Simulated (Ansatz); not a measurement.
## Ca2Si (Fm-3m): phonons and vibrational spectra

Aim: the vibrations of Ca2Si (Fm-3m), their spectra, and whether the structure is stable.

Main program and level: Ansatz 0.2.0; DFT LDA, scalar-relativistic, plane waves, PAW.

Most raw output is cut from this account.

### Step 1. Starting point

The structure is cubic, space group Fm-3m (No. 225). The conventional cell has a = 7.170 Å, b = 7.170 Å, c = 7.170 Å, α = 90.00°, β = 90.00°, γ = 90.00°. Nearest to Ca lie 4 Si at 3.10 Å. Si has 8 Ca at 3.10 Å nearest. Farther neighbours are not listed.

### Step 2. Relaxation

Harmonic phonons are second derivatives at a point where the forces vanish, and they are wanted at zero stress, so atoms and cell are relaxed first.

input.yaml

```yaml
crystal:
  lattice:
    - [0.0, 3.58523282, 3.58523282]
    - [3.58523282, 0.0, 3.58523282]
    - [3.58523282, 3.58523282, 0.0]
  atoms:
    - { symbol: Ca, position: [0.75, 0.75, 0.75] }
    - { symbol: Ca, position: [0.25, 0.25, 0.25] }
    - { symbol: Si, position: [0.0, 0.0, 0.0] }
kpoints:
  mp_grid: { grid: [8, 8, 8] }
hamiltonian:
  xc: lda
scf:
  occupations: { method: gaussian, width: 0.02 }
output:
  forces: true
  stress: true
  eigenvalues: true
  write_density: true
  write_potential: true
  elf: true
  volumetric_format: npy
relax:
  adjacent_minimum: "off"
  f_tol: 0.005
  max_steps: 80
  cell: { stress_tol: 0.05 }
```

Run with:

```sh
> ansatz run input.yaml --threads 4 --pin off --max-ram 7168MiB --backend cpu --events-out ev --progress --plain --runs-dir out
```

Wall time 2.8 s (4 threads of Arm Neoverse V2, shared host); peak memory 0.37 GiB.

The steps of the relaxation:

```csv
step,energy less that of the first step (eV),largest force component (eV/Å),pressure (GPa),volume (Å³)
1,0.0000,0.0000,-2.60,92.17
2,-0.0546,0.0000,0.09,85.67
3,-0.0546,0.0000,-0.01,85.88
4*,-0.0543,0.0000,-0.02,85.88
```

Relaxation steps marked * repeat the geometry before them on a plane-wave basis chosen anew for their cell, so energy and pressure can jump there.

Forces are held to the 48 operations that the run works with; a distortion that breaks them can't arise in this run.

```csv
"conventional cell, symmetrised",before,after,change
a (Å),7.170,7.003,-2.3 %
b (Å),7.170,7.003,-2.3 %
c (Å),7.170,7.003,-2.3 %
volume (Å³/atom),30.72,28.63,-6.8 %
```

The relaxed structure:

```
Ca Si
1.0
     0.00000    3.50173    3.50173
     3.50173    0.00000    3.50173
     3.50173    3.50173    0.00000
Ca Si
2 1
Direct
  0.75000 0.75000 0.75000
  0.25000 0.25000 0.25000
  0.00000 0.00000 0.00000
```

Numbers from this step:

| Item | Value |
| --- | --- |
| pressure | -0.01588 GPa |
| gap on the k-mesh | 0.4016 eV |
| volume per atom | 28.63 Å³ |
| direct gap on mesh | 0.4016 eV |

ELF in the ac plane of a cell with a along [110], b along [-110] and c along [001] of the cube at fractional y = 0.000, with atoms of Ca and Si within 0.2 Å of it. It is the smooth field of the valence electrons, not physical close to the nuclei.

Ten even steps from '_' (0.04) to '@' (0.85), each cell a mean:
```
--++%%@@##--____..++%%@@##==--++%%@@##--____..++%%@@##==
**%%@@%%--....::..::**@@%%##**%%@@%%--....::..::**@@%%##
@@@@%%++..==##%%**::--##@@@@@@@@%%++..==##%%**::--##@@@@
@@@@**::--%%@@@@@@++..==%%@@@@@@**::--%%@@@@@@++..==%%@@
%%##--__==@@@@@@@@##..::**%%%%##--__==@@@@@@@@##..::**%%
++==..__==@@@@@@@@##..__--++++==..__==@@@@@@@@##..__--++
::..____..++%%%%##--____..::::..____..++%%%%##--____..::
____________::::..______________________::::..__________
________________________________________________________
________________________________________________________
________________________________________________________
....______::==++--..______......______::==++--..______..
--::..__::##@@@@%%++____..----::..__::##@@@@%%++____..--
##++::__==@@@@@@@@##....==**##++::__==@@@@@@@@##....==**
%%%%++..==@@@@@@@@##..::##%%%%%%++..==@@@@@@@@##..::##%%
@@@@##--::**@@@@%%==..++@@@@@@@@##--::**@@@@%%==..++@@@@
%%@@@@**::::==++--..==%%@@%%%%@@@@**::::==++--..==%%@@%%
++**@@%%++..______--##@@%%++++**@@%%++..______--##@@%%++
====%%@@%%==..__::**@@@@**--====%%@@%%==..__::**@@@@**--
```
Columns run along a (9.9 Å), rows up along c (7.0 Å), edges of the conventional cell, whose origin can differ from the input's. Atoms in or near the plane, at fractional coordinates: Ca at (0.25, 0.75), Ca at (0.75, 0.75), Ca at (0.25, 0.25), Ca at (0.75, 0.25), Si at (0.00, 0.00), Si at (0.50, 0.00).

Valence density in the ac plane of a cell with a along [110], b along [-110] and c along [001] of the cube at fractional y = 0.000, with atoms of Ca and Si within 0.2 Å of it. It is the smooth field of the valence electrons, not physical close to the nuclei.

Ten steps, logarithmic in the rise over the least value, from '0' (0.0 e/Å³) to '9' (6.6 e/Å³), each cell a mean:
```
2343211112234223432111122342
3433222322234434332223222344
3332246653223333322466532233
2222378985222222223789852222
1111479996211111114799962111
0001379985210000013799852100
0000246653100000002466531000
0000013321000000000133210000
0000001110000000000011100000
0000001100000000000011000000
0000011110000000000111100000
0000134532000000001345320000
0001367874100000013678741000
1111479986211111114799862111
2212479986211222124799862112
3322368874222333223688742223
4332234542233343322345422333
3333211112234333332111122343
1343211112233213432111122332
```
Columns run along a (9.9 Å), rows up along c (7.0 Å), edges of the conventional cell, whose origin can differ from the input's. Atoms in or near the plane, at fractional coordinates: Ca at (0.25, 0.75), Ca at (0.75, 0.75), Ca at (0.25, 0.25), Ca at (0.75, 0.25), Si at (0.00, 0.00), Si at (0.50, 0.00).

Electrostatic potential energy in the ac plane of a cell with a along [110], b along [-110] and c along [001] of the cube at fractional y = 0.000, with atoms of Ca and Si within 0.2 Å of it. With pseudopotentials it is smooth inside the atoms' cores, unlike the true potential.

Values in eV, 10 rows by 16 columns, each cell a mean:
```
-38  -4   6   4   3   6   2 -31 -38  -4   6   4   3   6   2 -31
  3   6   1 -23 -29  -4   6   4   3   6   1 -23 -29  -4   6   4
  9   7  -5 -46 -54 -14   6   9   9   7  -5 -46 -54 -14   6   9
  9   8   2 -13 -17  -1   7   9   9   8   2 -13 -17  -1   7   9
  9   9   7   5   5   7   9   9   9   9   7   5   5   7   9   9
  9   9   7   4   3   6   8   9   9   9   7   4   3   6   8   9
  9   7   0 -23 -29  -4   6   9   9   7   0 -23 -29  -4   6   9
  9   7  -5 -46 -54 -14   6   9   9   7  -5 -46 -54 -14   6   9
 -3   5   3 -13 -17   0   6   0  -3   5   3 -13 -17   0   6   0
-47  -8   7   6   5   7   0 -39 -47  -8   7   6   5   7   0 -39
```
Columns run along a (9.9 Å; values clipped at the 3rd and 97th percentile), rows up along c (7.0 Å), edges of the conventional cell, whose origin can differ from the input's. Atoms in or near the plane, at fractional coordinates: Ca at (0.25, 0.75), Ca at (0.75, 0.75), Ca at (0.25, 0.25), Ca at (0.75, 0.25), Si at (0.00, 0.00), Si at (0.50, 0.00).

In this step the volume went from 30.72 to 28.63 Å³/atom.

### Step 3. Tight relaxation

Phonons need a cell at rest on their own settings, so the relaxation is repeated with tight tolerances on forces and stress on the k mesh and occupations of the first response run.

input.yaml

```yaml
crystal:
  lattice:
    - [0.0, 3.5017258916, 3.5017258916]
    - [3.5017258916, 0.0, 3.5017258916]
    - [3.5017258916, 3.5017258916, 0.0]
  atoms:
    - { symbol: Ca, position: [0.75, 0.75, 0.75] }
    - { symbol: Ca, position: [0.25, 0.25, 0.25] }
    - { symbol: Si, position: [0.0, 0.0, 0.0] }
kpoints:
  mp_grid: { grid: [8, 8, 8] }
hamiltonian:
  xc: lda
scf:
  occupations: { method: fixed }
output:
  forces: true
  stress: true
  eigenvalues: true
relax:
  adjacent_minimum: "off"
  f_tol: 0.001
  max_steps: 60
  cell: { stress_tol: 0.01 }
```

It took 1.9 s on 4 threads; peak memory 0.36 GiB; 6.7 s of CPU time.

Little changed from the start: no atom moved by 0.005 Å and no cell edge by 0.1 %.

Numbers from this step:

* pressure: 0.002095 GPa
* gap on the k-mesh: 0.4009 eV
* volume per atom: 28.61 Å³
* direct gap on mesh: 0.4009 eV

The forces vanish by symmetry and the pressure is 0.002 GPa, within the tolerances set. The cell now holds 28.61 Å³/atom.

### Step 4. Modes at Γ

The zone centre comes first: it holds the modes that light can see, as far as symmetry allows. The response to a homogeneous field gives the Born charges and the dielectric tensor, and its change with displacement the Raman tensors.

input.yaml

```yaml
crystal:
  lattice:
    - [0.0, 3.5012253204, 3.5012253204]
    - [3.5012253204, 0.0, 3.5012253204]
    - [3.5012253204, 3.5012253204, 0.0]
  atoms:
    - { symbol: Ca, position: [0.75, 0.75, 0.75] }
    - { symbol: Ca, position: [0.25, 0.25, 0.25] }
    - { symbol: Si, position: [0.0, 0.0, 0.0] }
kpoints:
  mp_grid: { grid: [8, 8, 8] }
hamiltonian:
  xc: lda
scf:
  occupations: { method: fixed }
output:
  eigenvalues: true
phonons:
  method: dfpt
  dielectric: true
  rigid_motions: translations
  raman: true
```

The job ended after 2.3 min (4 threads; peak memory 1.1 GiB).

This step gave:

```
sum-rule residual before enforcement                    : 4.20e-5 eV/Å²
miss of the charge sum rule                             : 8.79e-4 e
estimated error of the dielectric tensor                : 0.03934
estimated error of the Born charges                     : 0.01345 e
point group                                             : m-3m
highest optical mode at the zone centre (no LO-TO term) : 228.4 cm⁻¹
lowest optical zone-centre mode                         : 195.3 cm⁻¹
mean high-frequency dielectric constant                 : 13.74
largest Born charge (third of the trace)                : -3.859 e
mean static dielectric constant                         : 21.61
top of the zone-centre spectrum with the field          : 286.4 cm⁻¹
```

Without the LO-TO term. Patterns of degenerate modes are one choice out of their space. The modes at Γ (shares of kinetic energy by element, %):

```
mode  frequency (cm⁻¹)  symmetry  Ca %  Si %
   1               0.0  acoustic    74    26
   2               0.0  acoustic    74    26
   3               0.0  acoustic    74    26
   4             195.3       T2g   100     0
   5             195.3       T2g   100     0
   6             195.3       T2g   100     0
   7             228.4       T1u    26    74
   8             228.4       T1u    26    74
   9             228.4       T1u    26    74
```

Displacements in mode 4 (195.3 cm⁻¹), the largest set to 1:
```
Ca1  1.00  0.00  0.00
Ca2 -1.00  0.00  0.00
Si3  0.00  0.00  0.00
```

Displacements in mode 8 (228.4 cm⁻¹), the largest set to 1:
```
Ca1 -0.35  0.00  0.00
Ca2 -0.35  0.00  0.00
Si3  1.00  0.00  0.00
```

Optical modes at the zone centre, without and with the macroscopic field of the longitudinal modes; each column is sorted by frequency, so a row need not hold one and the same mode. Modes with and without the field, by row:

```
rank among optical modes  no field (cm⁻¹)  q along (1, 0, 0) (cm⁻¹)
                       1            195.3                     195.3
                       2            195.3                     195.3
                       3            195.3                     195.3
                       4            228.4                     228.4
                       5            228.4                     228.4
                       6            228.4                     286.4
```

Born charge (rows field, columns displacement) (e), principal values of the symmetric part by kind of site:

```csv
atom,atoms with these values,low,middle,high,mean
Ca1,2,1.93,1.93,1.93,1.93
Si3,1,-3.86,-3.86,-3.86,-3.86
```

In full for Si3:

```
-3.86  0.00  0.00
 0.00 -3.86  0.00
 0.00  0.00 -3.86
```

High-frequency dielectric tensor:

```
13.74  0.00  0.00
 0.00 13.74  0.00
 0.00  0.00 13.74
```

Static dielectric tensor (ions relaxed, fixed cell):

```
21.61  0.00  0.00
 0.00 21.61  0.00
 0.00  0.00 21.61
```

Transverse modes. Infrared lines, with heights relative to the strongest:

```csv
position (cm⁻¹),label,relative intensity
195,T2g,0.0
228,T1u,100
```

Activity x (w_L - w)^4 (n + 1)/w, 532 nm, 300 K; the tensors are static ones, while 532 nm light lies above the computed direct gap, where resonance would change the heights; modes without the macroscopic field alone. Lines of the Raman spectrum (strongest = 100):

```csv
position (cm⁻¹),label,relative intensity
195,T2g,100
228,T1u,0.0
```

Before it was imposed, the acoustic sum rule was missed by 4.2e-5 eV/Å² and the charge sum rule by 8.8e-4 e. Small misses are needed for a sound result but don't prove that mesh and cutoff are converged. The lowest optical mode is real, 195 cm⁻¹.

The log warns of the k mesh: “the force constants stand on the 8×8×8 k-mesh, whose period is 10.71 times the interband length at k = (0.0000, -0.5000, -0.5000), direct gap 0.401 eV, under 14: take them and everything formed from them as unconverged”.

### Step 5. Response at finite wavevector

Stability and thermal properties need the whole zone. Linear response on a 2×2×2 q mesh gives force constants as far as a supercell of that size would, and the tensors from the zone-centre run are typed in so that the long-range dipole term is interpolated apart.

input.yaml, the sections that differ from step 4:

```yaml
phonons:
  method: dfpt
  qmesh: [2, 2, 2]
  temperatures: { t_max: 1000, t_step: 50 }
  qpath:
    path:
      - [[0.0, 0.0, 0.0], [0.5, 0.0, 0.5], [0.625, 0.25, 0.625]]
      - [[0.375, 0.375, 0.75], [0.0, 0.0, 0.0], [0.5, 0.5, 0.5], [0.5, 0.25, 0.75], [0.5, 0.0, 0.5]]
    npoints: 10
  non_analytic_term:
    high_frequency_dielectric_tensor: [[13.7364, 0.0, 0.0], [0.0, 13.7364, 0.0], [0.0, 0.0, 13.7364]]
    born_effective_charges:
      - { species: Ca, tensor: [[1.9296, 0.0, 0.0], [0.0, 1.9296, 0.0], [0.0, 0.0, 1.9296]] }
      - { species: Ca, tensor: [[1.9296, 0.0, 0.0], [0.0, 1.9296, 0.0], [0.0, 0.0, 1.9296]] }
      - { species: Si, tensor: [[-3.8591, 0.0, 0.0], [0.0, -3.8591, 0.0], [0.0, 0.0, -3.8591]] }
    source: "zone-centre run at this cell"
# crystal, kpoints, hamiltonian, scf, output: as in step 4
```

Wall time 25 s (4 threads); peak memory 0.77 GiB; 95 s of CPU time.

This step gave:

| Quantity | Value |
| --- | --- |
| sum-rule residual before enforcement | 2.27e-5 eV/Å² |
| lowest frequency on the path | 0 cm⁻¹ |
| highest frequency on the path or at a solved wavevector | 286.4 cm⁻¹ |
| mean frequency | 175.9 cm⁻¹ |
| Debye temperature (second moment) | 342 K |
| logarithmic mean frequency | 165.8 cm⁻¹ |
| lowest mode on the q mesh (acoustic modes at Γ apart) | 79.35 cm⁻¹ |
| zero-point energy per atom | 32.71 meV |
| heat capacity at 300 K | 23.40 J/(mol atoms K) |
| vibrational entropy at 300 K | 31.45 J/(mol atoms K) |

Frequencies (cm⁻¹) solved at each irreducible wavevector; negative means imaginary. Frequencies by wavevector, by row:

| q in reciprocal lattice units | star | mode 1 | mode 2 | mode 3 | mode 4 | mode 5 | mode 6 | mode 7 | mode 8 | mode 9 |
| --- | --- | --- | --- | --- | --- | --- | --- | --- | --- | --- |
| 0 0 0 | 1 | 0 | 0 | 0 | 195.3 | 195.3 | 195.3 | 228.4 | 228.4 | 228.4 |
| 0 0 -0.5 | 4 | 115.2 | 115.2 | 148.6 | 167 | 167 | 190.8 | 222.9 | 222.9 | 248.6 |
| 0 -0.5 -0.5 | 3 | 79.3 | 110.2 | 110.2 | 172 | 172 | 226.7 | 226.7 | 243.2 | 246.7 |

(Continued in part 2 of 2.)

[Logs are printed without paths, hosts, clocks, repeated set-up lines and the standing remarks that a program may print on its own settings, such as how far it seeks lower states.]

[Hosts, paths, dates, database ids (printed as entryN), source tags and the programs' standing remarks are cut or masked in the printed files.]
